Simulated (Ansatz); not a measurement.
# The stack of 2H-WS2 under Nb2COS MXene, shifted by a third of the diagonal between two gates, part 2 of 3

Aim: charge, voltage and capacitance of the stack of 2H-WS2 under Nb2COS MXene, shifted by a third of the diagonal in a field-effect set-up.

Ansatz 0.2.0; plane-wave DFT, LDA, Ansatz PAW.

So far. Step 2 (Relaxing the slab): The lattice constant a goes from 3.165 to 3.143 Å.

## (3) Gated layer, added electrons 0, start network

The slab is cut off from its images along the normal. A charged sheet stands for each gate, the layer takes the opposite charge, and a barrier ahead of the sheet keeps electrons from leaking to it. The uncharged case sets the zero; a dense mesh is needed because few carriers fill a small part of the zone.

The cell differs from the one that the last finished run ended in (c 54.634 → 52.956 Å).

File input.yaml:

```yaml
crystal:
  lattice:
    - [3.1429148521, 0.0, 0.0]
    - [-1.5714574261, 2.7218441039, 0.0]
    - [0.0, 0.0, 52.9556842044]
  atoms:
    - { symbol: S, position: [0.3333333333, 0.6666666667, 0.3946696245] }
    - { symbol: W, position: [0.0, 0.0, 0.424034586] }
    - { symbol: S, position: [0.3333333333, 0.6666666667, 0.4533695021] }
    - { symbol: S, position: [0.6666666667, 0.3333333333, 0.508666437] }
    - { symbol: Nb, position: [0.0, 0.0, 0.5399000496] }
    - { symbol: C, position: [0.3333333333, 0.6666666667, 0.5629551418] }
    - { symbol: Nb, position: [0.6666666667, 0.3333333333, 0.5860726445] }
    - { symbol: O, position: [0.0, 0.0, 0.6053303755] }
  periodic: [true, true, false]
  symmetry: { detect: true }
kpoints:
  mp_grid: { grid: [54, 54, 1] }
  band_path:
    path: [[0, 0, 0], [0.5, 0, 0], [0.33333333, 0.33333333, 0], [0, 0, 0]]
    npoints: 16
hamiltonian:
  xc: lda
scf:
  occupations: { method: fermi_dirac, width: 0.02585 }
  convergence: { dr2_threshold: 1.0e-10 }
output:
  forces: true
  eigenvalues: true
  dos: { projected: true, e_range: [-3, 3], de: 0.01 }
  write_potential: true
  write_density: true
  volumetric_format: npy
  elf: true
external_charges:
  - { charge: 0, barrier: 10, axis: 3, height: 35.056, sigma: 0.25 }
  - { charge: 0, barrier: 10, axis: 3, height: 17.9, sigma: 0.25 }
```

Started as:

```bash
$ ansatz run input.yaml --threads 4 --pin off --max-ram 12288MiB --backend cpu --events-out ev --progress --plain --runs-dir out
```

Numbers of over 12 decimals in the logs are rounded to 6 here.

Log:

```text
[...]
Crystal: 8 atoms, lattice volume = 453.011 Å³
Basis set: ecut = 420 eV, 8757 PW (Γ)
Bands: 42, of which v1, the nominal top of the filled ones, is band 34 counted from 1 (33 counted from 0)
Symmetry: 6 space group operations
[...]
k-points: 271 of 2916 (time reversal used)
[...]
SCF iter   1: F=—  HF=-22428.706304 eV  |F-HF|=—  |Δ(HF+E_count)|=         —  Δρ=5.04e-3  dr2=4.72e-1  ethr=1.77e-3  ⟨swp⟩=14.5  Hψ=91567  notcnv=0  defer=14
[...]
SCF iter  14: F=-22428.666661 eV  HF=-22428.666661 eV  |F-HF|=2.33e-10  |Δ(HF+E_count)|=  1.06e-10  Δρ=5.36e-8  dr2=4.36e-11  ethr=1.00e-12  ⟨swp⟩=11.6  Hψ=84787  notcnv=0
SCF 1 converged in 14 iterations: F = -22428.666661 eV  dr2 = 4.36e-11
[...]
NSCF: frozen V_eff on 49 k-points
[...]
SCF converged after 14 iterations
Free energy (F): -22428.666661 eV
[...]
Internal energy: -22428.662710 eV  (E = F + TS)
E sigma→0 (E₀):  -22428.664686 eV
Entropy (-TS):   -0.003951 eV (-0.494 meV/atom)
Fermi energy:    -5.565816 eV
[...]
--- Forces (eV/Å), atoms and charges each counted from 1 ---
  atom   1  S     -0.00000000     0.00000000     0.01639469
  atom   2  W     -0.00000000     0.00000000     0.00758528
  atom   3  S     -0.00000000     0.00000000    -0.00285560
  atom   4  S      0.00000000     0.00000000     0.00836663
  atom   5  Nb     0.00000000     0.00000000     0.00619781
  atom   6  C     -0.00000000     0.00000000    -0.01099550
  atom   7  Nb     0.00000000     0.00000000    -0.01301924
  atom   8  O      0.00000000    -0.00000000     0.00235637
  external charge   1     0.00000000     0.00000000     0.00367762
  external charge   2     0.00000000     0.00000000    -0.01904927
  max |Σ_I F_I| component, the external charges' with the atoms': 1.34e-3 eV/Å
--- Band table (eV; the first three rows and the last of 271) ---
  k-point 0: bands = [... 30 lower, -6.3623, -6.3623, -6.0871, -5.9678, -5.9678, -5.5287, -4.2750, -4.2750, ... 4 higher]
  k-point 1: bands = [... 30 lower, -6.4326, -6.4116, -6.1055, -5.9215, -5.9174, -5.5119, -4.2736, -4.2702, ... 4 higher]
  k-point 2: bands = [... 30 lower, -6.5917, -6.5169, -6.1316, -5.8681, -5.8092, -5.4547, -4.2688, -4.2546, ... 4 higher]
  k-point 270: bands = [... 30 lower, -9.0053, -8.4694, -6.1054, -5.0663, -4.8491, -4.2075, -4.0963, -3.5662, ... 4 higher]
```

Elapsed: 5.3 min, on 4 threads of Arm Neoverse V1, shared host; peak memory 3.3 GiB; 21 min of CPU time.

The column dr2 measures how far the density is from self-consistency, as an energy; F and HF (Harris–Foulkes) agree once it is small.

Numbers from this step:

* energy at zero smearing: -22428.6647 eV
* potential beyond the upper barrier and gate, less the barrier, from the Fermi level: 5.768 eV

Running mean over a fixed 2.5 Å (it still follows the layers) of the planar mean; beyond a gate it holds the 10 eV model barrier. The electron's electrostatic potential energy less the Fermi level by z:

z (Å), electron's electrostatic potential energy less the Fermi level (eV) and a bar from the least value:
```
        4       15.4 ##############################
        6       15.4 ##############################
        8       15.4 ##############################
       10       15.4 ##############################
       12       15.4 ##############################
       14       15.4 ##############################
       16       15.4 ##############################
       18        9.9 ########################
       20       -0.5 #############
       22      -11.9 ##
       24       -5.9 ########
       26       -0.6 #############
       28      -12.0 ##
       30      -13.7 
       32       -8.1 ######
       34        6.4 #####################
       36       14.5 #############################
       38       15.8 ##############################
       40       15.8 ##############################
       42       15.8 ##############################
       44       15.8 ##############################
       46       15.8 ##############################
       48       15.8 ##############################
```

The density of states has structure finer than the step of the table below, so its rows give means over 0.1 eV, whole bins alone (the curve runs from -3 to 1.99 eV). Peaks (eV: height): -2.86: 6.99, -2.22: 8.47, -1.44: 7.24, 1.23: 6.39, 1.47: 8.21, 1.63: 6.32, 1.72: 7.29.

Table of density of states by energy, zero at the Fermi level; means over each step:

```
energy (eV)  density of states (states/eV a cell)
       -2.9                                  6.33
       -2.8                                  6.44
       -2.7                                  5.09
       -2.6                                  4.31
       -2.5                                  4.14
       -2.4                                  4.43
       -2.3                                  5.20
       -2.2                                  5.93
       -2.1                                  4.21
       -2.0                                  3.68
       -1.9                                  4.00
       -1.8                                  3.21
       -1.7                                  3.07
       -1.6                                  3.39
       -1.5                                  4.89
       -1.4                                  5.43
       -1.3                                  3.87
       -1.2                                  3.50
       -1.1                                  3.23
       -1.0                                  2.93
       -0.9                                  2.69
       -0.8                                  2.52
       -0.7                                  2.66
       -0.6                                  2.56
       -0.5                                  1.51
       -0.4                                  1.34
       -0.3                                  1.42
       -0.2                                 0.840
       -0.1                                 0.912
        0.0                                  1.84
        0.1                                  2.16
        0.2                                  1.70
        0.3                                  1.55
        0.4                                  1.44
        0.5                                  1.30
        0.6                                  1.26
        0.7                                  1.40
        0.8                                  1.67
        0.9                                  1.47
        1.0                                  1.50
        1.1                                  1.91
        1.2                                  4.07
        1.3                                  3.83
        1.4                                  3.74
        1.5                                  5.53
        1.6                                  5.49
        1.7                                  5.94
        1.8                                  4.59
        1.9                                  5.60
```

Projected DOS per atom over height of the atomic layer and energy from the Fermi level. Layers: S W S S Nb C Nb O from below.

Values in states/eV, 22 rows by 8 columns, each cell a mean:
```
0.56 1.58 0.42 0.12 0.74 0.18 1.41 0.15
0.24 0.88 0.22 0.18 1.24 0.29 2.31 0.23
0.06 0.30 0.08 0.17 1.47 0.25 1.90 0.18
0.01 0.05 0.03 0.18 1.05 0.24 1.52 0.16
0.00 0.02 0.01 0.15 0.47 0.12 0.59 0.09
0.00 0.02 0.01 0.16 0.47 0.14 0.57 0.10
0.00 0.02 0.01 0.17 0.43 0.10 0.45 0.10
0.00 0.02 0.01 0.26 0.45 0.12 0.55 0.13
0.01 0.03 0.02 0.40 0.46 0.16 0.67 0.18
0.00 0.02 0.01 0.19 0.20 0.09 0.31 0.10
0.02 0.15 0.08 0.27 0.29 0.11 0.33 0.12
0.08 0.47 0.16 0.32 0.52 0.14 0.48 0.19
0.13 0.70 0.19 0.33 0.46 0.13 0.43 0.20
0.27 1.07 0.30 0.37 0.40 0.13 0.35 0.19
0.47 1.55 0.47 0.50 0.40 0.14 0.29 0.17
0.66 1.43 0.55 0.81 0.42 0.17 0.23 0.14
0.68 0.28 0.57 0.74 0.48 0.12 0.18 0.11
0.81 0.24 0.81 0.85 0.54 0.13 0.19 0.21
1.24 0.58 1.04 1.30 0.50 0.30 0.14 0.33
0.94 0.59 0.77 0.95 0.36 0.23 0.13 0.29
1.00 0.81 0.94 1.05 0.35 0.25 0.14 0.27
1.11 0.96 1.21 1.42 0.40 0.45 0.16 0.40
```
Columns: height of the atomic layer (Å) from 20.9 to 32.1 (not evenly spaced); rows upwards: energy from the Fermi level (eV) from -2.98 to 1.97.

The electronic bands at the labelled points (eV, zero at the Fermi level):

```
  point  band 31  band 32  band 33  band 34  band 35  band 36  band 37  band 38
      Γ    -0.80    -0.80    -0.52    -0.40    -0.40     0.04     1.29     1.29
halfway    -1.96    -1.69    -1.52    -1.24     0.73     1.13     1.51     1.97
      M    -1.85    -1.75    -1.51    -1.38     1.13     2.03     2.44     2.45
halfway    -2.88    -2.49    -0.98    -0.53     1.39     1.49     2.10     2.52
      K    -3.44    -2.90    -0.54     0.50     0.72     1.36     1.47     2.00
halfway    -2.20    -1.77    -1.43    -0.48    -0.07     1.54     1.78     2.19
      Γ    -0.80    -0.80    -0.52    -0.40    -0.40     0.04     1.29     1.29
```

ELF in the ca plane at fractional y = 1.000, with atoms of W and Nb and O within 0.2 Å of it. It is the smooth field of the valence electrons, not physical close to the nuclei.

Ten even steps from '0' (0.00) to '9' (0.82), each cell a mean:
```
25756732210000112268687222148879962000000000
43576335531001355336873343125899741000000000
85322368875114789742223663221244210000000000
87434589997116999863247873343100000000000000
86433579986115899852225763232111100000000000
63344357763003677533542453112577520000000000
33788533320000233248886232137999852000000000
26724832100000011167368311159659962000000000
```
Columns run along c (16.0 Å, from fractional 0.40 to 0.70 of the cell), rows up along a (3.1 Å). Atoms in or near the plane, at fractional coordinates: W at (0.42, 0.00), Nb at (0.54, 0.00), O at (0.61, 0.00).

Electrostatic potential energy in the ca plane at fractional y = 1.000, with atoms of W and Nb and O within 0.2 Å of it. With pseudopotentials it is smooth inside the atoms' cores, unlike the true potential.

Ten even steps from '0' (-60 eV) to '9' (10 eV), each cell a mean:
```
67888888887630002677775114888888999999999999
67788888877752125777777667888888999999999999
77778888777776667776656778888888999999999999
76678888766777777776545678888888999999999999
76678888776777777776555778888888999999999999
77778888877765446777666778888888999999999999
67888888887740003677776336888888999999999999
57888888887620001577774003788888999999999999
```
Columns run along c (16.0 Å, from fractional 0.44 to 0.75 of the cell; values clipped at the 3rd and 97th percentile), rows up along a (3.1 Å). Atoms in or near the plane, at fractional coordinates: Nb at (0.54, 0.00), O at (0.61, 0.00).

Valence density in the ca plane at fractional y = 1.000, with atoms of W and Nb and O within 0.2 Å of it. It is the smooth field of the valence electrons, not physical close to the nuclei.

Ten steps, logarithmic in the rise over the least value, from '0' (0.0 e/Å³) to '9' (6.9 e/Å³), each cell a mean:
```
01123589986322100011235899853223589852000000
01233467764332110112334677643333456531000000
12344444444443211123444344444444443210000000
12444433334444321234444333344455532100000000
12344433334444311234444333344445432210000000
11334446654433211123344456544333444421000000
01223478985332100012234788753323478742000000
00123589996321100011235899863223589963000000
```
Columns run along c (16.0 Å, from fractional 0.37 to 0.68 of the cell), rows up along a (3.1 Å). Atoms in or near the plane, at fractional coordinates: W at (0.42, 0.00), Nb at (0.54, 0.00), O at (0.61, 0.00).

There is no gap.

## (4) Gated layer, added electrons -1×10¹³ per cm²

input.yaml: that of step 3 with these lines changed.

```diff
@@ -16,2 +16,3 @@
   symmetry: { detect: true }
+total_charge: 0.008554
 kpoints:
@@ -29,3 +30,2 @@
   eigenvalues: true
-  dos: { projected: true, e_range: [-3, 3], de: 0.01 }
   write_potential: true
@@ -33,5 +33,6 @@
   volumetric_format: npy
-  elf: true
 external_charges:
   - { charge: 0, barrier: 10, axis: 3, height: 35.056, sigma: 0.25 }
+  - { charge: -0.004277, axis: 3, height: 36.556, sigma: 0.42 }
   - { charge: 0, barrier: 10, axis: 3, height: 17.9, sigma: 0.25 }
+  - { charge: -0.004277, axis: 3, height: 16.4, sigma: 0.42 }
```

Log:

```text
[...]
Crystal: 8 atoms, lattice volume = 453.011 Å³
Basis set: ecut = 420 eV, 8757 PW (Γ)
Bands: 42, of which v1, the nominal top of the filled ones, is band 34 counted from 1 (33 counted from 0)
Symmetry: 6 space group operations
[...]
k-points: 271 of 2916 (time reversal used)
[...]
SCF iter   1: F=—  HF=-22436.470620 eV  |F-HF|=—  |Δ(HF+E_count)|=         —  Δρ=6.83e-2  dr2=2.87e1  ethr=3.10e-3  ⟨swp⟩=14.5  Hψ=92620  notcnv=0  defer=1
[...]
SCF iter  15: F=-22428.617578 eV  HF=-22428.617578 eV  |F-HF|=2.91e-10  |Δ(HF+E_count)|=  2.73e-10  Δρ=6.06e-8  dr2=6.85e-11  ethr=1.00e-12  ⟨swp⟩=29.5  Hψ=125580  notcnv=0
SCF 1 converged in 15 iterations: F = -22428.617578 eV  dr2 = 6.85e-11
[...]
SCF converged after 15 iterations
Free energy (F): -22428.617578 eV
[...]
Internal energy: -22428.613673 eV  (E = F + TS)
E sigma→0 (E₀):  -22428.615626 eV
Entropy (-TS):   -0.003906 eV (-0.488 meV/atom)
Fermi energy:    -5.931774 eV
[...]
--- Forces (eV/Å), atoms and charges each counted from 1 ---
  atom   1  S     -0.00000000     0.00000000     0.01326742
  atom   2  W      0.00000000     0.00000000     0.01634417
  atom   3  S     -0.00000000    -0.00000000    -0.00788364
  atom   4  S      0.00000000     0.00000000     0.01159254
  atom   5  Nb     0.00000000     0.00000000    -0.00779267
  atom   6  C     -0.00000000     0.00000000    -0.01399768
  atom   7  Nb     0.00000000     0.00000000     0.03069480
  atom   8  O     -0.00000000     0.00000000    -0.02871536
  external charge   1     0.00000000     0.00000000     0.00352235
  external charge   2     0.00000000     0.00000000    -0.00019364
  external charge   3     0.00000000     0.00000000    -0.01837813
  external charge   4     0.00000000     0.00000000     0.00019371
  max |Σ_I F_I| component, the external charges' with the atoms': 1.35e-3 eV/Å
--- Band table (eV; the first three rows and the last of 271) ---
  k-point 0: bands = [... 30 lower, -6.7260, -6.7260, -6.4199, -6.3311, -6.3311, -5.8771, -4.6388, -4.6388, ... 4 higher]
  k-point 1: bands = [... 30 lower, -6.7960, -6.7753, -6.4440, -6.2807, -6.2778, -5.8618, -4.6374, -4.6340, ... 4 higher]
  k-point 2: bands = [... 30 lower, -6.9544, -6.8807, -6.4735, -6.2175, -6.1724, -5.8085, -4.6325, -4.6184, ... 4 higher]
  k-point 270: bands = [... 30 lower, -9.3657, -8.7844, -6.4224, -5.4290, -5.2103, -4.5247, -4.4600, -3.9247, ... 4 higher]
```

Run time: 5.5 min. Hardware: 4 threads; peak memory 3.3 GiB; 22 min of CPU time.

This step gave:

```
energy at zero smearing                                                             : -22428.6156 eV
potential beyond the upper barrier and gate, less the barrier, from the Fermi level : 6.130 eV
```

Electronic bands along the path, in eV, zero at the Fermi level:

```
  point  band 31  band 32  band 33  band 34  band 35  band 36  band 37  band 38
      Γ    -0.79    -0.79    -0.49    -0.40    -0.40     0.05     1.29     1.29
halfway    -1.93    -1.68    -1.49    -1.22     0.74     1.14     1.51     2.01
      M    -1.84    -1.70    -1.50    -1.34     1.13     2.03     2.45     2.49
halfway    -2.86    -2.45    -0.93    -0.53     1.40     1.49     2.15     2.52
      K    -3.43    -2.85    -0.49     0.50     0.72     1.41     1.47     2.01
halfway    -2.19    -1.72    -1.38    -0.47    -0.07     1.58     1.79     2.20
      Γ    -0.79    -0.79    -0.49    -0.40    -0.40     0.05     1.29     1.29
```

Against the uncharged case this takes -0.37 V.

## (5) Gated layer, added electrons -2×10¹³ per cm²

input.yaml: that of step 4 with these lines changed.

```diff
@@ -16,3 +16,3 @@
   symmetry: { detect: true }
-total_charge: 0.008554
+total_charge: 0.01711
 kpoints:
@@ -35,4 +35,4 @@
   - { charge: 0, barrier: 10, axis: 3, height: 35.056, sigma: 0.25 }
-  - { charge: -0.004277, axis: 3, height: 36.556, sigma: 0.42 }
+  - { charge: -0.008555, axis: 3, height: 36.556, sigma: 0.42 }
   - { charge: 0, barrier: 10, axis: 3, height: 17.9, sigma: 0.25 }
-  - { charge: -0.004277, axis: 3, height: 16.4, sigma: 0.42 }
+  - { charge: -0.008555, axis: 3, height: 16.4, sigma: 0.42 }
```

Log:

```text
[...]
Crystal: 8 atoms, lattice volume = 453.011 Å³
Basis set: ecut = 420 eV, 8757 PW (Γ)
Bands: 42, of which v1, the nominal top of the filled ones, is band 34 counted from 1 (33 counted from 0)
Symmetry: 6 space group operations
[...]
k-points: 271 of 2916 (time reversal used)
[...]
--- Band table (eV; the first three rows and the last of 271) ---
  k-point 0: bands = [... 30 lower, -7.0894, -7.0894, -6.7543, -6.6942, -6.6942, -6.2244, -5.0023, -5.0023, ... 4 higher]
  k-point 1: bands = [... 30 lower, -7.1590, -7.1387, -6.7855, -6.6437, -6.6324, -6.2106, -5.0008, -4.9975, ... 4 higher]
  k-point 2: bands = [... 30 lower, -7.3169, -7.2442, -6.8180, -6.5654, -6.5354, -6.1613, -4.9959, -4.9820, ... 4 higher]
  k-point 270: bands = [... 30 lower, -9.7259, -9.1006, -6.7408, -5.7913, -5.5713, -4.8434, -4.8233, -4.2834, ... 4 higher]
[key lines of the parts left out:]
SCF converged after 15 iterations
Free energy (F): -22428.565537 eV
Fermi energy:    -6.297523 eV
```

Elapsed: 5.5 min, on 4 threads; peak memory 3.3 GiB; 22 min of CPU time.

Against the uncharged case this takes -0.73 V.

## (6) Gated layer, added electrons -4×10¹³ per cm²

input.yaml: that of step 5 with these lines changed.

```diff
@@ -16,3 +16,3 @@
   symmetry: { detect: true }
-total_charge: 0.01711
+total_charge: 0.034218
 kpoints:
@@ -35,4 +35,4 @@
   - { charge: 0, barrier: 10, axis: 3, height: 35.056, sigma: 0.25 }
-  - { charge: -0.008555, axis: 3, height: 36.556, sigma: 0.42 }
+  - { charge: -0.017109, axis: 3, height: 36.556, sigma: 0.42 }
   - { charge: 0, barrier: 10, axis: 3, height: 17.9, sigma: 0.25 }
-  - { charge: -0.008555, axis: 3, height: 16.4, sigma: 0.42 }
+  - { charge: -0.017109, axis: 3, height: 16.4, sigma: 0.42 }
```

Log:

```text
[...]
Crystal: 8 atoms, lattice volume = 453.011 Å³
Basis set: ecut = 420 eV, 8757 PW (Γ)
Bands: 42, of which v1, the nominal top of the filled ones, is band 34 counted from 1 (33 counted from 0)
Symmetry: 6 space group operations
[...]
k-points: 271 of 2916 (time reversal used)
[...]
--- Band table (eV; the first three rows and the last of 271) ---
  k-point 0: bands = [... 30 lower, -7.8144, -7.8144, -7.4276, -7.4188, -7.4188, -6.9157, -5.7276, -5.7276, ... 4 higher]
  k-point 1: bands = [... 30 lower, -7.8836, -7.8638, -7.4776, -7.3682, -7.3357, -6.9049, -5.7261, -5.7228, ... 4 higher]
  k-point 2: bands = [... 30 lower, -8.0405, -7.9694, -7.5134, -7.2597, -7.2577, -6.8638, -5.7210, -5.7073, ... 4 higher]
  k-point 270: bands = [... 30 lower, -10.4453, -9.7366, -7.3820, -6.5145, -6.2915, -5.5482, -5.4851, -5.0005, ... 4 higher]
[key lines of the parts left out:]
SCF converged after 15 iterations
Free energy (F): -22428.452653 eV
Fermi energy:    -7.027549 eV
```

The job ended after 5.5 min (4 threads; peak memory 3.3 GiB).

Against the uncharged case this takes -1.46 V.

[end of part 2 of 3]

[Logs are printed without paths, hosts, clocks, repeated set-up lines and the standing remarks that a program may print on its own settings, such as how far it seeks lower states.]

[Hosts, paths, dates, database ids (printed as entryN), source tags and the programs' standing remarks are cut or masked in the printed files.]

[Maps of the electrostatic potential energy from Ansatz leave out the sawtooth potential of an applied field or a dipole correction, so their vacuum need not be flat; planar profiles and work functions include it.]

[The density of states shown here was stored with 400 of the rows of the run's finer table, so its peaks can read low, often by over a quarter, or be missed, and its means over a window can be off by a tenth or more.]
